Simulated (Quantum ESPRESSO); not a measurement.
# Collinear magnetic orders of CrPbO3 with Quantum ESPRESSO

Wanted: the moments of CrPbO3 and the energy of each order that was tried.

Main program and level: Quantum ESPRESSO 7.5; LDA with U = 3.5 eV on Cr d (ortho-atomic projectors); plane waves with GBRV 1.5 LDA potentials, no spin-orbit coupling.

Experimental background.

For PbCrO3, cubic perovskite (earlier literature sample), “Unraveling structural, electronic, and magnetic ambiguities in Pb1-deltaCrO3 with an insulating charge-transfer band structure” (2024, arxiv:2410.11649) quotes earlier work: moment (ordered Cr moment from earlier neutron diffraction) 2.2 μB [literature value quoted from earlier neutron diffraction; measurement temperature not …].

**1. Starting point**

Symmetry: Pm-3m, No. 221, cubic system. Conventional cell: a = 4.011 Å, b = 4.011 Å, c = 4.011 Å, α = 90.00°, β = 90.00°, γ = 90.00°. Cr has 6 O at 2.01 Å nearest. Nearest to Pb lie 12 O at 2.84 Å. Nearest to O lie 2 Cr at 2.01 Å. Farther neighbours and most contacts between anions are not listed.

The cell comes from Materials Project 2023-11-01, a database of computed structures, and need not be the stable phase.

**2. Run 1, typed as ferro +**

The signs are those of the starting moments on the seeded atoms, the atoms that are given a moment.

pw.in reads:

```
&CONTROL
  calculation = 'scf'
  prefix = 'pwscf'
  outdir = './tmp'
  pseudo_dir = './pseudo'
  disk_io = 'nowf'
/
&SYSTEM
  ibrav = 0
  nat = 5
  ntyp = 3
  ecutwfc = 40
  ecutrho = 280
  nbnd = 34
  occupations = 'smearing'
  smearing = 'fd'
  degauss = 0.00367493
  nspin = 2
  starting_magnetization(1) = 0.2143
  starting_magnetization(2) = 0
  starting_magnetization(3) = 0
/
&ELECTRONS
  conv_thr = 1d-08
  electron_maxstep = 150
  mixing_beta = 0.3
/
ATOMIC_SPECIES
Cr     51.9961 cr_lda_v1.5.uspp.F.UPF
Pb    207.2000 pb_lda_v1.uspp.F.UPF
O      15.9990 o_lda_v1.2.uspp.F.UPF
CELL_PARAMETERS angstrom
   4.0112000000    0.0000000000    0.0000000000
   0.0000000000    4.0112000000    0.0000000000
   0.0000000000    0.0000000000    4.0112000000
ATOMIC_POSITIONS crystal
Cr      0.0000000000    0.0000000000    0.0000000000
Pb      0.5000000000    0.5000000000    0.5000000000
O       0.0000000000    0.0000000000    0.5000000000
O       0.0000000000    0.5000000000    0.0000000000
O       0.5000000000    0.0000000000    0.0000000000
K_POINTS automatic
6 6 6 0 0 0
HUBBARD {ortho-atomic}
U Cr-3d 3.5000
```

Command:

```sh
OMP_NUM_THREADS=1 mpirun -n 4 pw.x -nk 4 -in pw.in > pw.out
```

Log:

```text
Program PWSCF v.7.5 starts

     Message from routine setup:
     using ibrav=0 with symmetry is DISCOURAGED, use correct ibrav instead

     K-points division:     npool     =       4
     Subspace diagonalization in iterative solution of the eigenvalue problem:

     G-vector sticks info
     --------------------
     sticks:   dense  smooth     PW     G-vecs:    dense   smooth      PW
     Sum        1281     733    225                34457    14795    2553

     Using Slab Decomposition

     bravais-lattice index     =            0
     lattice parameter (alat)  =       7.5801  a.u.
     unit-cell volume          =     435.5315 (a.u.)^3
     number of atoms/cell      =            5
     number of atomic types    =            3
     number of electrons       =        46.00
     number of Kohn-Sham states=           34
     kinetic-energy cutoff     =      40.0000  Ry
     charge density cutoff     =     280.0000  Ry
     scf convergence threshold =      1.0E-08
     mixing beta               =       0.3000
     number of iterations used =            8  plain     mixing
     Exchange-correlation= SLA  PZ   NOGX NOGC
                           (   1   1   0   0   0   0   0)
     Hubbard projectors: ortho-atomic
     Hubbard parameters of DFT+U (Dudarev formulation) in eV:
     U(Cr-3d) =  3.5000

     Internal variables: lda_plus_u =T, lda_plus_u_kind = 0

     Internal variables: orbital_resolved =F, hub_pot_fix =F, apply_U = F

     celldm(1)=   7.580069  celldm(2)=   0.000000  celldm(3)=   0.000000
     celldm(4)=   0.000000  celldm(5)=   0.000000  celldm(6)=   0.000000

     crystal axes: (cart. coord. in units of alat)
               a(1) = (   1.000000   0.000000   0.000000 )
               a(2) = (   0.000000   1.000000   0.000000 )
               a(3) = (   0.000000   0.000000   1.000000 )

     reciprocal axes: (cart. coord. in units 2 pi/alat)
               b(1) = (  1.000000  0.000000  0.000000 )
               b(2) = (  0.000000  1.000000  0.000000 )
               b(3) = (  0.000000  0.000000  1.000000 )

     PseudoPot. # 1 for Cr read from file:
     cr_lda_v1.5.uspp.F.UPF
     Pseudo is Ultrasoft + core correction, Zval = 14.0
     Generated by new atomic code, or converted to UPF format
     Using radial grid of  857 points,  6 beta functions with:
                l(1) =   0
                l(2) =   0
                l(3) =   1
                l(4) =   1
                l(5) =   2
                l(6) =   2
     Q(r) pseudized with  8 coefficients,  rinner =    0.950   0.950   0.950
                                                       0.950   0.950

     PseudoPot. # 2 for Pb read from file:
     pb_lda_v1.uspp.F.UPF
     Pseudo is Ultrasoft + core correction, Zval = 14.0
     Generated by new atomic code, or converted to UPF format
     Using radial grid of  899 points,  6 beta functions with:
                l(1) =   0
                l(2) =   0
                l(3) =   1
                l(4) =   1
                l(5) =   2
                l(6) =   2
     Q(r) pseudized with  6 coefficients,  rinner =    1.000   1.000   1.000
                                                       1.000   1.000

     PseudoPot. # 3 for O  read from file:
     o_lda_v1.2.uspp.F.UPF
     Pseudo is Ultrasoft + core correction, Zval =  6.0
     Generated by new atomic code, or converted to UPF format
     Using radial grid of  737 points,  5 beta functions with:
                l(1) =   0
                l(2) =   0
                l(3) =   1
                l(4) =   1
                l(5) =   2
     Q(r) pseudized with  8 coefficients,  rinner =    0.900   0.900   0.900
                                                       0.900   0.900

     atomic species   valence    mass     pseudopotential
     Cr               14.00    51.99610     Cr( 1.00)
     Pb               14.00   207.20000     Pb( 1.00)
     O                 6.00    15.99900     O ( 1.00)

     Starting magnetic structure
     atomic species   magnetization
     Cr              0.214
     Pb              0.000
     O               0.000

     48 Sym. Ops., with inversion, found

   Cartesian axes

     site n.     atom                  positions (alat units)
         1        Cr     tau(   1) = (   0.0000000   0.0000000   0.0000000  )
         2        Pb     tau(   2) = (   0.5000000   0.5000000   0.5000000  )
         3        O      tau(   3) = (   0.0000000   0.0000000   0.5000000  )
         4        O      tau(   4) = (   0.0000000   0.5000000   0.0000000  )
         5        O      tau(   5) = (   0.5000000   0.0000000   0.0000000  )

     number of k points=    20  Fermi-Dirac smearing, width (Ry)=  0.0037
                       cart. coord. in units 2pi/alat
        k(    1) = (   0.0000000   0.0000000   0.0000000), wk =   0.0046296
        k(    2) = (   0.0000000   0.0000000   0.1666667), wk =   0.0277778
        k(    3) = (   0.0000000   0.0000000   0.3333333), wk =   0.0277778
        k(    4) = (   0.0000000   0.0000000  -0.5000000), wk =   0.0138889
        k(    5) = (   0.0000000   0.1666667   0.1666667), wk =   0.0555556
        [... 15 further k-points ...]

     Dense  grid:    34457 G-vectors     FFT dimensions: (  45,  45,  45)

     Smooth grid:    14795 G-vectors     FFT dimensions: (  32,  32,  32)

     Check: negative core charge=   -0.000005
     Generating pointlists ...
     new r_m :   0.2063 (alat units)  1.5634 (a.u.) for type    1
     new r_m :   0.2917 (alat units)  2.2110 (a.u.) for type    2
     new r_m :   0.2063 (alat units)  1.5634 (a.u.) for type    3

     Initial potential from superposition of free atoms

     starting charge      44.9982, renormalised to      46.0000

     negative rho (up, down):  8.602E-03 8.358E-03

     STARTING HUBBARD OCCUPATIONS:

     =================== HUBBARD OCCUPATIONS ===================
     ------------------------ ATOM    1 ------------------------
     Tr[ns(  1)] (up, down, total) =   3.40000  0.00000  3.40000
     Atomic magnetic moment for atom   1 =   3.40000
     [... lines left out ...]
     Number of occupied Hubbard levels =    3.4000

     Atomic wfc used for Hubbard projectors are orthogonalized

     Starting wfcs are   31 randomized atomic wfcs +    3 random wfcs

     Self-consistent Calculation

     iteration #  1     ecut=    40.00 Ry     beta= 0.30
     Davidson diagonalization with overlap
     ethr =  1.00E-02,  avg # of iterations =  4.5

     =================== HUBBARD OCCUPATIONS ===================
     ------------------------ ATOM    1 ------------------------
     Tr[ns(  1)] (up, down, total) =   2.70395  0.41289  3.11684
     Atomic magnetic moment for atom   1 =   2.29106
     [... lines left out ...]
     Number of occupied Hubbard levels =    3.1168

     negative rho (up, down):  7.666E-03 7.993E-03

     total energy              =    -435.87038967 Ry
     estimated scf accuracy    <       1.70814793 Ry

     total magnetization       =     2.00 Bohr mag/cell
     absolute magnetization    =     2.50 Bohr mag/cell

     iteration #  2     ecut=    40.00 Ry     beta= 0.30
     Davidson diagonalization with overlap
     ethr =  3.71E-03,  avg # of iterations =  1.8

     negative rho (up, down):  7.269E-03 7.925E-03

     total energy              =    -435.97153592 Ry
     estimated scf accuracy    <       2.06361699 Ry

     total magnetization       =     2.76 Bohr mag/cell
     absolute magnetization    =     3.27 Bohr mag/cell

     iteration #  3     ecut=    40.00 Ry     beta= 0.30
     Davidson diagonalization with overlap
     ethr =  3.71E-03,  avg # of iterations =  1.2

     negative rho (up, down):  6.810E-03 7.965E-03

     total energy              =    -436.23141124 Ry
     estimated scf accuracy    <       0.20344592 Ry

     total magnetization       =     2.00 Bohr mag/cell
     absolute magnetization    =     2.73 Bohr mag/cell

     [... further iterations left out ...]

     iteration # 10     ecut=    40.00 Ry     beta= 0.30
     Davidson diagonalization with overlap
     ethr =  9.40E-08,  avg # of iterations =  2.0

     negative rho (up, down):  6.919E-03 9.874E-03

     total energy              =    -436.25593090 Ry
     estimated scf accuracy    <       0.00002790 Ry

     total magnetization       =     2.00 Bohr mag/cell
     absolute magnetization    =     3.26 Bohr mag/cell

     iteration # 11     ecut=    40.00 Ry     beta= 0.30
     Davidson diagonalization with overlap
     ethr =  6.06E-08,  avg # of iterations =  1.5

     negative rho (up, down):  6.915E-03 9.866E-03

     total energy              =    -436.25593955 Ry
     estimated scf accuracy    <       0.00000113 Ry

     total magnetization       =     2.00 Bohr mag/cell
     absolute magnetization    =     3.27 Bohr mag/cell

     iteration # 12     ecut=    40.00 Ry     beta= 0.30
     Davidson diagonalization with overlap
     ethr =  2.46E-09,  avg # of iterations =  2.8

     negative rho (up, down):  6.912E-03 9.866E-03

     total energy              =    -436.25593984 Ry
     estimated scf accuracy    <       0.00000013 Ry

     total magnetization       =     2.00 Bohr mag/cell
     absolute magnetization    =     3.27 Bohr mag/cell

     iteration # 13     ecut=    40.00 Ry     beta= 0.30
     Davidson diagonalization with overlap
     ethr =  2.81E-10,  avg # of iterations =  3.0

     negative rho (up, down):  6.913E-03 9.866E-03

     Magnetic moment per site  (integrated on atomic sphere of radius R)
     atom   1 (R=0.206)  charge= 10.8380  magn=  2.2103
     atom   2 (R=0.292)  charge= 11.2678  magn= -0.0326
     atom   3 (R=0.206)  charge=  5.3785  magn= -0.1884
     atom   4 (R=0.206)  charge=  5.3785  magn= -0.1884
     atom   5 (R=0.206)  charge=  5.3785  magn= -0.1884

     End of self-consistent calculation

     =================== HUBBARD OCCUPATIONS ===================
     ------------------------ ATOM    1 ------------------------
     Tr[ns(  1)] (up, down, total) =   3.35721  0.69850  4.05571
     Atomic magnetic moment for atom   1 =   2.65871
     [... lines left out ...]
     Number of occupied Hubbard levels =    4.0557

     [... lines left out ...]
     the Fermi energy is     9.3726 ev

!    total energy              =    -436.25593990 Ry
     estimated scf accuracy    <          7.4E-09 Ry
     smearing contrib. (-TS)   =      -0.00183991 Ry
     internal energy E=F+TS    =    -436.25409999 Ry

     The total energy is F=E-TS. E is the sum of the following terms:
     one-electron contribution =    -136.07651672 Ry
     hartree contribution      =      96.43716114 Ry
     xc contribution           =    -106.44560348 Ry
     ewald contribution        =    -290.33678971 Ry
     Hubbard energy            =       0.16764879 Ry

     total magnetization       =     2.00 Bohr mag/cell
     absolute magnetization    =     3.27 Bohr mag/cell

     convergence has been achieved in  13 iterations

=------------------------------------------------------------------------------=
   JOB DONE.
=------------------------------------------------------------------------------=
```

Run time: 14 s. Hardware: 4 MPI ranks of Intel Xeon Platinum 8488C (Sapphire Rapids), shared host; peak memory 0.47 GiB.

Spin moment in the atom's sphere by atom:

```tsv
atom	spin moment in the atom's sphere (μB)
Cr1	2.21
Pb2	-0.03
O3	-0.19
O4	-0.19
O5	-0.19
```

Read from the output:

```
smearing term TS       : 0.02503 eV
magnetization          : 2.001 μB
absolute magnetization : 3.272 μB
final state            : ferromagnetic
```

Spin density in the ac plane at fractional y = 0.000, with atoms of Cr and O within 0.2 Å of it.

Values in e/Å³, 14 rows by 14 columns, each cell a mean:
```
 2.7  1.4  0.2  0.0  0.0 -0.1 -0.3 -0.3 -0.2  0.0  0.0  0.1  0.8  2.7
 0.6  0.8  0.3  0.1  0.0  0.0 -0.1 -0.1 -0.1  0.0  0.0  0.2  0.6  0.8
 0.1  0.2  0.1  0.0  0.0  0.0  0.0  0.0  0.0  0.0  0.0  0.1  0.2  0.1
 0.0  0.0  0.0  0.0  0.0  0.0  0.0  0.0  0.0  0.0  0.0  0.0  0.0  0.0
 0.0  0.0  0.0  0.0  0.0  0.0  0.0  0.0  0.0  0.0  0.0  0.0  0.0  0.0
-0.2 -0.1  0.0  0.0  0.0  0.0  0.0  0.0  0.0  0.0  0.0  0.0 -0.1 -0.2
-0.4 -0.2  0.0  0.0  0.0  0.0  0.0  0.0  0.0  0.0  0.0  0.0 -0.1 -0.3
-0.3 -0.1  0.0  0.0  0.0  0.0  0.0  0.0  0.0  0.0  0.0  0.0 -0.1 -0.3
-0.1 -0.1  0.0  0.0  0.0  0.0  0.0  0.0  0.0  0.0  0.0  0.0  0.0 -0.1
 0.0  0.0  0.0  0.0  0.0  0.0  0.0  0.0  0.0  0.0  0.0  0.0  0.0  0.0
 0.0  0.1  0.0  0.0  0.0  0.0  0.0  0.0  0.0  0.0  0.0  0.0  0.1  0.0
 0.2  0.3  0.2  0.0  0.0  0.0  0.0  0.0  0.0  0.0  0.0  0.1  0.3  0.2
 1.1  1.1  0.3  0.1  0.0 -0.1 -0.1 -0.2 -0.1  0.0  0.0  0.2  0.8  1.4
 3.0  1.1  0.2  0.0  0.0 -0.1 -0.3 -0.4 -0.2  0.0  0.0  0.1  0.6  2.7
```
Columns run along a (4.0 Å), rows up along c (4.0 Å). Atoms in or near the plane, at fractional coordinates: Cr at (0.00, 0.00), O at (0.00, 0.50), O at (0.50, 0.00).

Valence density in the ac plane at fractional y = 0.000, with atoms of Cr and O within 0.2 Å of it. It is the smooth field of the valence electrons, not physical close to the nuclei.

Values in e/Å³, 14 rows by 14 columns, each cell a mean:
```
12 10  2  1  1  3  6  6  4  1  1  1  7 13
 7  4  1  0  1  1  3  3  2  1  0  1  3  7
 1  1  0  0  0  1  1  1  1  0  0  0  1  1
 1  0  0  0  0  0  0  0  0  0  0  0  0  1
 1  1  0  0  0  0  0  0  0  0  0  0  1  1
 4  2  1  0  0  0  0  0  0  0  0  1  2  4
 7  4  1  0  0  0  0  0  0  0  0  1  3  6
 6  4  1  0  0  0  0  0  0  0  0  1  3  6
 3  2  1  0  0  0  0  0  0  0  0  1  1  3
 1  1  0  0  0  0  0  0  0  0  0  0  1  1
 1  0  0  0  0  0  0  0  0  0  0  0  0  1
 2  1  0  0  0  1  1  1  1  0  0  0  1  2
11  6  1  0  1  2  4  4  2  1  0  1  4 10
 9 11  2  1  1  3  6  7  4  1  1  1  7 12
```
Columns run along a (4.0 Å), rows up along c (4.0 Å). Atoms in or near the plane, at fractional coordinates: Cr at (0.00, 0.00), O at (0.00, 0.50), O at (0.50, 0.00).

(Part 1 of 2 ends here.)

[Logs and program files are shortened in this print: banners, set-up blocks, solver, clock and traceback lines can be left out without a mark of their own.]

[Logs are printed without paths, hosts, clocks, repeated set-up lines and the standing remarks that a program may print on its own settings, such as how far it seeks lower states.]

[Hosts, paths, dates, database ids (printed as entryN), source tags and the programs' standing remarks are cut or masked in the printed files.]

[Where a cell is said to come from a database of computed structures, the database is the Materials Project.]
